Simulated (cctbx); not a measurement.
# K2Dy across an absorption edge

Space group I4/mmm (no. 139), a = 4.8600 Å, b = 4.8600 Å, c = 12.0850 Å, α = 90.00°, β = 90.00°, γ = 90.00°.

| atom | mult. | x | y | z | Ueq (Å²) |
| --- | --- | --- | --- | --- | --- |
| Dy1 | 2 | 0 | 0 | 0 | 0.0172 |
| K1 | 4 | 1/2 | 1/2 | 0.1704 | 0.0245 |

The model is made up (kin elements in a known structure type, no relaxation), so it says nothing on whether the phase exists.

Calculated with cctbx: free-atom f′ and f″ from the Sasaki tables, no fine structure; amplitudes in electrons.

| E (eV) | F 2 2 0 | F 0 2 2 | F 0 1 1 | F 2 2 2 |
| --- | --- | --- | --- | --- |
| 7190 | 112.0 | 58.4 | 72.3 | 50.0 |
| 7540 | 108.6 | 54.7 | 68.5 | 46.6 |
| 7670 | 105.7 | 51.7 | 65.3 | 43.7 |
| 7730 | 103.1 | 49.0 | 62.5 | 41.2 |
| 7760 | 100.5 | 46.3 | 59.6 | 38.6 |
| 7775 | 97.9 | 43.6 | 56.7 | 36.0 |
| 7782 | 95.6 | 41.1 | 54.1 | 33.7 |
| 7786 | 93.1 | 38.6 | 51.5 | 31.3 |
| 7794 | 94.2 | 41.0 | 53.3 | 34.2 |
| 7798 | 97.1 | 43.9 | 56.5 | 36.8 |
| 7805 | 99.7 | 46.5 | 59.2 | 39.2 |
| 7820 | 102.4 | 49.2 | 62.1 | 41.7 |
| 7850 | 105.1 | 51.9 | 65.0 | 44.2 |
| 7940 | 108.5 | 55.3 | 68.7 | 47.3 |
| 8190 | 111.1 | 58.0 | 71.6 | 49.8 |

**Question.** Which edge is crossed, and why do the reflections move as they do?

The L3 edge of Dy. The edge is at 7790 eV. f′ of Dy falls from -11.9 e at 7670 eV to -19.0 e at 4 eV below it, and f″ steps from 3.68 to 10.57 e across it. Over that approach |F| changes by -12 % (2 2 0), -25 % (0 2 2), -21 % (0 1 1) and -28 % (2 2 2): a reflection falls where Dy scatters in phase with the total and rises where it scatters against it; it hardly moves where the Dy term is small or cancels by symmetry. Above the edge the larger f″ enters the imaginary part, where it can add to or cancel the other atoms' f″. The structure is centrosymmetric, so Friedel mates stay equal.
